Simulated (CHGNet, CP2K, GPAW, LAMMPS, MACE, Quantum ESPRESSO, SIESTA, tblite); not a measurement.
# Running amorphous Ge (61 atoms) with CP2K, part 2 of 2

How do the settings of CP2K change the result for amorphous Ge (61 atoms)? A plane-wave run serves as the yardstick.

Program: CP2K 2026.2; the method stands at each step. Banners, paths, timers and routine set-up lines are dropped from the logs unmarked, and long logs keep their key lines alone; longer cuts are marked.

So far. Step 2 (PBE, DZVP-MOLOPT-SR, 350/50 Ry, diagonalisation): Forces lie 11 % from the reference's, at 0.084 times its CPU time (on 2 against 4 cores). Step 3 (PBE, TZV2P-MOLOPT (SR for Ge), 350/50 Ry …): Against the first run (11 %), the force difference from the reference is 6.7 %, at 1.5 times the CPU time (on 4 against 2 cores), with 1342 basis functions against 793: the larger basis brings the forces nearer.

## 4. PBE, TZVP-UZH, 350/50 Ry, diagonalisation

Method: Kohn-Sham DFT, PBE, GTH-PBE pseudopotentials, Gaussian and plane waves, TZVP-MOLOPT (UZH set), diagonalisation.

Input file input.inp:

```
&GLOBAL
  PROJECT cell
  RUN_TYPE ENERGY_FORCE
  PRINT_LEVEL LOW
&END GLOBAL
&FORCE_EVAL
  METHOD QS
  STRESS_TENSOR ANALYTICAL
  &DFT
    BASIS_SET_FILE_NAME BASIS_MOLOPT_UZH
    POTENTIAL_FILE_NAME POTENTIAL_UZH
    &MGRID
      CUTOFF 350
      REL_CUTOFF 50
    &END MGRID
    &QS
      EPS_DEFAULT 1.0E-12
    &END QS
    &SCF
      SCF_GUESS ATOMIC
      EPS_SCF 5.0E-06
      MAX_SCF 200
      ADDED_MOS 27
      &DIAGONALIZATION
        ALGORITHM STANDARD
      &END DIAGONALIZATION
      &SMEAR ON
        METHOD FERMI_DIRAC
        ELECTRONIC_TEMPERATURE [K] 580
      &END SMEAR
      &MIXING
        METHOD BROYDEN_MIXING
        ALPHA 0.15
        NBROYDEN 12
      &END MIXING
      &PRINT
        &RESTART OFF
        &END RESTART
      &END PRINT
    &END SCF
    &XC
      &XC_FUNCTIONAL PBE
      &END XC_FUNCTIONAL
    &END XC
    &PRINT
      &MULLIKEN ON
      &END MULLIKEN
      &HIRSHFELD ON
        SHAPE_FUNCTION DENSITY
      &END HIRSHFELD
      &MO ON
        EIGENVALUES T
        OCCUPATION_NUMBERS T
        MO_INDEX_RANGE 111 134
        &EACH
          QS_SCF 0
        &END EACH
        ADD_LAST NUMERIC
      &END MO
    &END PRINT
  &END DFT
  &SUBSYS
    &CELL
      A 11.31680 0.00000 0.00000
      B 0.00000 11.31680 0.00000
      C 0.00000 0.00000 11.31680
    &END CELL
    &COORD
[... 61 atom lines left out: the same atoms as in the first run ...]
    &END COORD
    &KIND Ge
      BASIS_SET TZVP-MOLOPT-PBE-GTH-q4
      POTENTIAL GTH-PBE-q4
    &END KIND
  &END SUBSYS
  &PRINT
    &FORCES ON
    &END FORCES
    &STRESS_TENSOR ON
    &END STRESS_TENSOR
  &END PRINT
&END FORCE_EVAL
```

Run with:

```
$ OMP_NUM_THREADS=1 mpirun -np 4 cp2k.psmp -i input.inp > output.txt
```

Numbers of over 12 decimals in the logs are rounded to 6 here.

Output:

```text
CP2K| version string:                                       CP2K version 2026.2
 CP2K| Input file name                                                 input.inp
 GLOBAL| Basis set file name                                    BASIS_MOLOPT_UZH
 GLOBAL| Potential file name                                       POTENTIAL_UZH
[... lines left out ...]
 Number of electrons:                                                        244
[... lines left out ...]
  Step     Update method      Time    Convergence         Total energy    Change
[... lines left out ...]
  *** SCF run converged in    17 steps ***
[... lines left out ...]
  Fermi energy:                                                 0.144145
  Total energy:                                              -239.264557
  Total energy (extrapolated to T->0):                       -239.261582
[... lines left out ...]
 MO| E(Fermi):            0.144145 a.u.          3.922388 eV
[... lines left out ...]
 ENERGY| Total FORCE_EVAL ( QS ) energy [hartree]           -239.264463
[... lines left out ...]
 FORCES|      1 -6.88008309E-03 -8.86029431E-04  1.76135153E-03   7.15702108E-03
 FORCES|      2 -1.93302133E-03 -3.55351519E-05 -2.73639706E-03   3.35047804E-03
 FORCES|      3  1.84191566E-04 -1.14987468E-03 -1.56620410E-03   1.95170017E-03
[...]
FORCES|     60  1.15616927E-02 -5.67546075E-03 -3.33610900E-03   1.33046314E-02
 FORCES|     61  5.18586183E-04  4.79590096E-03 -3.15961529E-03   5.76652117E-03
 FORCES| Sum    -5.45019718E-07  1.54580552E-07 -2.59866355E-07
 FORCES| Total atomic force                                       6.23275351E-07
 STRESS| Analytical stress tensor [bar]
 STRESS|                        x                   y                   z
 STRESS|      x        2.66926765968E+04   8.65182083246E+03  -3.60215811191E+03
 STRESS|      y        8.65182083246E+03   2.48564031155E+04  -1.26824597185E+04
 STRESS|      z       -3.60215811191E+03  -1.26824597185E+04   2.76604465252E+04
 STRESS| 1/3 Trace                                             2.64031754125E+04
```

Elapsed: 44 s, on 4 MPI ranks of Arm Neoverse V1, shared host; peak memory 3.5 GiB.

Compared with the plane-wave run:

- r.m.s. force component: 0.228 eV/Å
- r.m.s. difference of force components: 26.06 meV/Å
- longest difference of force vectors: 80.14 meV/Å
- force difference over r.m.s. force: 11.81 %
- slope of forces against the reference's: 1.027
- correlation of force components: 0.9938
- pressure: 2.64 GPa
- pressure difference: 0.6713 GPa

Against the first run (11 %), the force difference from the reference is 12 %, at 1.9 times the CPU time (on 4 against 2 cores), with 1037 basis functions against 793; this set comes with other potentials too, so the change isn't the basis's alone.

## 5. LDA, DZVP-MOLOPT-SR, 350/50 Ry, diagonalisation

Method: Kohn-Sham DFT, LDA, GTH-PADE pseudopotentials, Gaussian and plane waves, DZVP-MOLOPT-SR-GTH, diagonalisation.

Changes to input.inp since step 4:

```diff
@@ -9,4 +9,4 @@
   &DFT
-    BASIS_SET_FILE_NAME BASIS_MOLOPT_UZH
-    POTENTIAL_FILE_NAME POTENTIAL_UZH
+    BASIS_SET_FILE_NAME BASIS_MOLOPT
+    POTENTIAL_FILE_NAME GTH_POTENTIALS
     &MGRID
@@ -41,3 +41,3 @@
     &XC
-      &XC_FUNCTIONAL PBE
+      &XC_FUNCTIONAL PADE
       &END XC_FUNCTIONAL
@@ -68,2 +68,3 @@
     &COORD
+      SCALED
 [... 61 atom lines left out: the same atoms as in the first run ...]
@@ -71,4 +72,4 @@
     &KIND Ge
-      BASIS_SET TZVP-MOLOPT-PBE-GTH-q4
-      POTENTIAL GTH-PBE-q4
+      BASIS_SET DZVP-MOLOPT-SR-GTH-q4
+      POTENTIAL GTH-PADE-q4
     &END KIND
```

Run with:

```
$ OMP_NUM_THREADS=2 cp2k.psmp -i input.inp > output.txt
```

Output:

```text
CP2K| version string:                                       CP2K version 2026.2
 CP2K| Input file name                                                 input.inp
 GLOBAL| Basis set file name                                        BASIS_MOLOPT
 GLOBAL| Potential file name                                      GTH_POTENTIALS
[... lines left out ...]
 Number of electrons:                                                        244
[... lines left out ...]
  Step     Update method      Time    Convergence         Total energy    Change
[... lines left out ...]
  *** SCF run converged in    16 steps ***
[... lines left out ...]
  Fermi energy:                                                 0.131473
  Total energy:                                              -242.945351
  Total energy (extrapolated to T->0):                       -242.942356
[... lines left out ...]
 MO| E(Fermi):            0.131473 a.u.          3.577566 eV
[... lines left out ...]
 ENERGY| Total FORCE_EVAL ( QS ) energy [hartree]           -242.945365
[... lines left out ...]
 FORCES|      1 -5.59873075E-03 -6.61853652E-04  1.54850973E-03   5.84651338E-03
 FORCES|      2  1.32310428E-04  3.63416169E-04  1.46886292E-03   1.51892582E-03
 FORCES|      3  6.56453706E-04 -5.83130287E-03  4.07874090E-04   5.88229427E-03
[...]
FORCES|     60  7.83310046E-03 -5.24987389E-03 -4.53383784E-03   1.04629979E-02
 FORCES|     61 -1.44565392E-03  4.52234011E-03 -2.51568788E-03   5.37309602E-03
 FORCES| Sum     3.05878998E-08  5.47653924E-08  3.23403158E-08
 FORCES| Total atomic force                                       7.05745269E-08
 STRESS| Analytical stress tensor [bar]
 STRESS|                        x                   y                   z
 STRESS|      x       -2.88842367411E+04   9.67549314429E+03  -4.78453222119E+03
 STRESS|      y        9.67549314429E+03  -2.99265029224E+04  -1.26452601186E+04
 STRESS|      z       -4.78453222119E+03  -1.26452601186E+04  -2.71168049303E+04
 STRESS| 1/3 Trace                                            -2.86425148646E+04
```

Wall time 44 s (2 threads); peak memory 1.8 GiB.

Compared with the plane-wave run:

- r.m.s. force component: 0.2269 eV/Å
- r.m.s. difference of force components: 94.96 meV/Å
- longest difference of force vectors: 306.4 meV/Å
- force difference over r.m.s. force: 43.03 %
- slope of forces against the reference's: 0.9357
- correlation of force components: 0.9103
- pressure: -2.864 GPa
- pressure difference: -4.833 GPa

Against the first run (11 %), the force difference from the reference is 43 %, at 0.83 times the CPU time; the model has changed, so this is no error of the program alone.

## 6. PBE, DZVP-MOLOPT-SR, 350/30 Ry, diagonalisation

Method: Kohn-Sham DFT, PBE, GTH-PBE pseudopotentials, Gaussian and plane waves, DZVP-MOLOPT-SR-GTH, diagonalisation.

Changes to input.inp since step 5:

```diff
@@ -13,3 +13,3 @@
       CUTOFF 350
-      REL_CUTOFF 50
+      REL_CUTOFF 30
     &END MGRID
@@ -41,3 +41,3 @@
     &XC
-      &XC_FUNCTIONAL PADE
+      &XC_FUNCTIONAL PBE
       &END XC_FUNCTIONAL
@@ -67,9 +67,9 @@
     &END CELL
-    &COORD
-      SCALED
-[... 61 atom lines left out: the same atoms as in the first run ...]
-    &END COORD
+    &TOPOLOGY
+      COORD_FILE_NAME structure.xyz
+      COORD_FILE_FORMAT XYZ
+    &END TOPOLOGY
     &KIND Ge
       BASIS_SET DZVP-MOLOPT-SR-GTH-q4
-      POTENTIAL GTH-PADE-q4
+      POTENTIAL GTH-PBE-q4
     &END KIND
```

Input file structure.xyz:

```xyz
61

Ge 9.03624 1.52641 7.75314
Ge 9.26710 10.45457 8.53196
Ge 8.14278 4.15270 0.15629
Ge 2.71977 3.24034 0.85023
Ge 1.05948 8.97773 2.09191
Ge 4.30423 1.11154 5.68239
Ge 7.63907 5.67209 2.13684
Ge 8.00335 11.29700 0.67471
Ge 0.55181 6.12397 10.65714
Ge 10.93203 8.21339 0.21774
Ge 2.92471 5.89651 9.81189
Ge 10.07093 8.96087 6.67929
Ge 0.66498 4.48089 1.17966
Ge 5.08905 9.52818 2.78620
Ge 7.58622 2.79491 4.51812
Ge 10.97515 10.34333 10.22122
Ge 3.46939 8.96257 1.00765
Ge 7.82874 5.48955 9.03160
Ge 2.79763 4.12350 4.69851
Ge 6.35518 8.72288 5.83087
[... 37 atom lines left out ...]
Ge 2.80396 0.92515 1.51611
Ge 9.21142 0.97472 5.30056
Ge 5.94019 2.31055 2.74840
Ge 1.70046 2.05196 8.39774
```

Output:

```text
CP2K| version string:                                       CP2K version 2026.2
 CP2K| Input file name                                                 input.inp
 GLOBAL| Basis set file name                                        BASIS_MOLOPT
 GLOBAL| Potential file name                                      GTH_POTENTIALS
 GLOBAL| Run type                                                   ENERGY_FORCE
 GLOBAL| Total number of message passing processes                             1
 GLOBAL| Number of threads for this process                                    2
[... lines left out ...]
                        Smear method:                                FERMI_DIRAC
[... lines left out ...]
 Number of electrons:                                                        244
[... lines left out ...]
  Step     Update method      Time    Convergence         Total energy    Change
[... lines left out ...]
  *** SCF run converged in    16 steps ***
[... lines left out ...]
  Fermi energy:                                                 0.146598
  Total energy:                                              -239.158714
  Total energy (extrapolated to T->0):                       -239.155709
[... lines left out ...]
 MO| E(Fermi):            0.146598 a.u.          3.989137 eV
[... lines left out ...]
     61       Ge     1       4.000          3.981                         0.019
  Total Charge                                                           -0.000
 !-----------------------------------------------------------------------------!
 ENERGY| Total FORCE_EVAL ( QS ) energy [hartree]           -239.158686
 FORCES| Atomic forces [hartree/bohr]
 FORCES|   Atom     x               y               z               |f|
 FORCES|      1 -6.87694596E-03 -9.78972874E-04  1.50707804E-03   7.10788701E-03
 FORCES|      2 -1.86784517E-03  1.65001174E-05 -2.71510482E-03   3.29558979E-03
 FORCES|      3  1.16148445E-04 -1.31446733E-03 -1.67678040E-03   2.13375428E-03
[...]
FORCES|     60  1.14809416E-02 -5.69738798E-03 -3.48812330E-03   1.32830439E-02
 FORCES|     61  3.93206756E-04  4.71514455E-03 -3.29870599E-03   5.76789917E-03
 FORCES| Sum    -2.53217607E-06  8.19548651E-06  1.64975300E-07
 FORCES| Total atomic force                                       8.57934331E-06
 STRESS| Analytical stress tensor [bar]
 STRESS|                        x                   y                   z
 STRESS|      x        3.08713216473E+04   8.68611535609E+03  -3.72965300442E+03
 STRESS|      y        8.68611535609E+03   2.91786462456E+04  -1.27307890669E+04
 STRESS|      z       -3.72965300442E+03  -1.27307890669E+04   3.18829180591E+04
 STRESS| 1/3 Trace                                             3.06442953174E+04
```

It took 54 s on 2 threads; peak memory 1.9 GiB.

Against the reference:

```yaml
r_m_s_force_component: 0.2274 eV/Å
r_m_s_difference_of_force_components: 24.65 meV/Å
longest_difference_of_force_vectors: 80.36 meV/Å
force_difference_over_r_m_s_force: 11.17 %
slope_of_forces_against_the_reference_s: 1.024
correlation_of_force_components: 0.9944
pressure: 3.064 GPa
pressure_difference: 1.095 GPa
energy_less_the_same_level_run_s: 0.0017 meV/atom
r_m_s_force_difference_from_the_same_level_run: 0.041 meV/Å
```

This is a coarse setting, run to see what it loses.

Against the first run (11 %), the force difference from the reference is 11 %, at 1.00 times the CPU time: the change moves forces by 0.041 meV/Å r.m.s., so most of the difference comes from elsewhere.

## 7. PBE+D4, DZVP-MOLOPT-SR, 350/50 Ry, diagonalisation

Method: Kohn-Sham DFT, PBE+D4, GTH-PBE pseudopotentials, Gaussian and plane waves, DZVP-MOLOPT-SR-GTH, diagonalisation.

Changes to input.inp since step 6:

```diff
@@ -13,3 +13,3 @@
       CUTOFF 350
-      REL_CUTOFF 30
+      REL_CUTOFF 50
     &END MGRID
@@ -43,2 +43,9 @@
       &END XC_FUNCTIONAL
+      &VDW_POTENTIAL
+        POTENTIAL_TYPE PAIR_POTENTIAL
+        &PAIR_POTENTIAL
+          TYPE DFTD4
+          REFERENCE_FUNCTIONAL PBE
+        &END PAIR_POTENTIAL
+      &END VDW_POTENTIAL
     &END XC
```

structure.xyz is that of step 6.

Output:

```text
CP2K| version string:                                       CP2K version 2026.2
 CP2K| Input file name                                                 input.inp
 GLOBAL| Basis set file name                                        BASIS_MOLOPT
 GLOBAL| Potential file name                                      GTH_POTENTIALS
 GLOBAL| Run type                                                   ENERGY_FORCE
 GLOBAL| Total number of message passing processes                             1
 GLOBAL| Number of threads for this process                                    2
[... lines left out ...]
                        Smear method:                                FERMI_DIRAC
[... lines left out ...]
 Number of electrons:                                                        244
[... lines left out ...]
  Step     Update method      Time    Convergence         Total energy    Change
[... lines left out ...]
  *** SCF run converged in    16 steps ***
[... lines left out ...]
  Fermi energy:                                                 0.146598
  Total energy:                                              -239.853325
  Total energy (extrapolated to T->0):                       -239.850320
[... lines left out ...]
 MO| E(Fermi):            0.146598 a.u.          3.989138 eV
[... lines left out ...]
     61       Ge     1       4.000          3.981                         0.019
  Total Charge                                                           -0.000
 !-----------------------------------------------------------------------------!
 ENERGY| Total FORCE_EVAL ( QS ) energy [hartree]           -239.853297
 FORCES| Atomic forces [hartree/bohr]
 FORCES|   Atom     x               y               z               |f|
 FORCES|      1 -6.89964448E-03 -1.06997855E-03  2.36990119E-03   7.37335607E-03
 FORCES|      2 -1.80232937E-03 -3.52870016E-05 -2.50917502E-03   3.08959473E-03
 FORCES|      3  2.84503958E-04 -2.53577476E-03  3.15763747E-05   2.55188032E-03
[...]
FORCES|     60  1.12912320E-02 -5.80467505E-03 -3.77203732E-03   1.32444116E-02
 FORCES|     61  3.81827970E-04  4.61443483E-03 -3.04897866E-03   5.54392210E-03
 FORCES| Sum    -2.40940425E-07  1.07985799E-07 -3.67323582E-07
 FORCES| Total atomic force                                       4.52371346E-07
 STRESS| Analytical stress tensor [bar]
 STRESS|                        x                   y                   z
 STRESS|      x        1.26711679836E+04   8.50750228833E+03  -3.27951965388E+03
 STRESS|      y        8.50750228833E+03   1.15188153123E+04  -1.29603525761E+04
 STRESS|      z       -3.27951965388E+03  -1.29603525761E+04   1.40160230838E+04
 STRESS| 1/3 Trace                                             1.27353354599E+04
```

Run time: 59 s. Hardware: 2 threads; peak memory 1.9 GiB.

Numbers from this run, and their distance from the reference:

- r.m.s. force component: 0.23 eV/Å
- r.m.s. difference of force components: 47.34 meV/Å
- longest difference of force vectors: 241.2 meV/Å
- force difference over r.m.s. force: 21.45 %
- slope of forces against the reference's: 1.02
- correlation of force components: 0.9788
- pressure: 1.274 GPa
- pressure difference: -0.6955 GPa

Against the first run (11 %), the force difference from the reference is 21 %, at 1.1 times the CPU time; the model has changed, so this is no error of the program alone.

## 8. All runs compared

Differences are against the plane-wave reference, forces as r.m.s. over components; share is that over the reference's r.m.s. force, slope the least-squares factor from reference forces to these. Total energies of different programs have different zeros and aren't compared.

| run | Δ force, r.m.s. (meV/Å) | share (%) | slope | Δ pressure (GPa) | cores | CPU time | memory (GiB) |
| --- | --- | --- | --- | --- | --- | --- | --- |
| reference | - | - | - | - | 4 | 18 min | 4.2 |
| CP2K PBE, DZVP-MOLOPT-SR, 350/50 Ry, diagonalisation | 24.6 | 11.2 | 1.024 | 1.10 | 2 | 93 s | 1.9 |
| CP2K PBE, TZV2P-MOLOPT (SR for Ge), 350/50 Ry, diagonalisation | 14.8 | 6.71 | 1.019 | 0.775 | 4 | 2.4 min | 3.6 |
| CP2K PBE, TZVP-UZH, 350/50 Ry, diagonalisation | 26.1 | 11.8 | 1.027 | 0.671 | 4 | 2.9 min | 3.5 |
| CP2K LDA, DZVP-MOLOPT-SR, 350/50 Ry, diagonalisation | 95.0 | 43.0 | 0.936 | -4.83 | 2 | 77 s | 1.8 |
| CP2K PBE, DZVP-MOLOPT-SR, 350/30 Ry, diagonalisation (coarse) | 24.7 | 11.2 | 1.024 | 1.10 | 2 | 93 s | 1.9 |
| CP2K PBE+D4, DZVP-MOLOPT-SR, 350/50 Ry, diagonalisation | 47.3 | 21.5 | 1.020 | -0.696 | 2 | 99 s | 1.9 |

Rows marked coarse were listed beforehand as settings not expected to be converged; some can still land near the reference.

CPU time is summed over cores on a shared host, where runs went side by side, so it is rough. Symmetry, cutoffs, thresholds, outputs and thread counts weren't matched or tuned between programs; memory under MPI is the largest rank's times the ranks.

Within one program, basis, potentials and functional, energies share a zero. Each run against its twin at the usual cutoff or grid and solver:

| run | twin | Δ energy (meV/atom) | Δ force, r.m.s. (meV/Å) | CPU time over the twin's |
| --- | --- | --- | --- | --- |
| CP2K PBE, DZVP-MOLOPT-SR, 350/30 Ry, diagonalisation | DZVP-MOLOPT-SR, 350/50 Ry, diagonalisation | 0.0017 | 0.041 | 1.00 |

## 9. Summary of results

| Item | Value |
| --- | --- |
| nearest in forces | CP2K PBE, TZV2P-MOLOPT (SR for Ge), 350/50 Ry, diagonalisation, 6.7 % |
| its CPU time | 2.4 min |

The PBE runs in local orbitals, coarse settings apart, differ by 6.7 % (CP2K PBE, TZV2P-MOLOPT (SR for Ge), 350/50 Ry, diagonalisation) to 12 % (CP2K PBE, TZVP-UZH, 350/50 Ry, diagonalisation); basis, grid and potentials can all enter. Rows with another functional or a dispersion term differ by 21 % (CP2K PBE+D4, DZVP-MOLOPT-SR, 350/50 Ry, diagonalisation) to 43 % (CP2K LDA, DZVP-MOLOPT-SR, 350/50 Ry, diagonalisation), which mixes the change of model with differences of basis and potentials. Runs with settings chosen to be coarse differ by 11 % (CP2K PBE, DZVP-MOLOPT-SR, 350/30 Ry, diagonalisation), their programs' other errors included. Of the electronic-structure runs that take under half the reference's CPU time, CP2K PBE, TZV2P-MOLOPT (SR for Ge), 350/50 Ry, diagonalisation comes nearest, at 6.7 % in 2.4 min against 18 min. The potentials hold different valence shells: 854 electrons in the reference, 244 in CP2K with TZVP-UZH; this bears on time and differences. The reference's pressure holds the uncorrected Pulay stress of its 45 Ry basis, so small pressure differences, and their order, may be the reference's own error. The quench rate of 5 K/ps is many orders above laboratory rates, so the cell is likely richer in defects and strain than a real sample. The network of bonds at the start is that of the classical potential that made the cell, and needn't be the one that DFT or experiment would give. The reference's pressure of 2.0 GPa belongs to a cell and atoms that aren't relaxed at this level. The electronic-structure runs sample only Γ, in a cell whose shortest periodic width is 11 Å, which is coarse for a cell with partly filled levels.

[Also dropped from logs without a mark: logging warnings of Python, and SIESTA's first energy breakdown and zero terms.]

[Logs are printed without paths, hosts, clocks, repeated set-up lines and the standing remarks that a program may print on its own settings, such as how far it seeks lower states.]

[Hosts, paths, dates, database ids (printed as entryN), source tags and the programs' standing remarks are cut or masked in the printed files.]
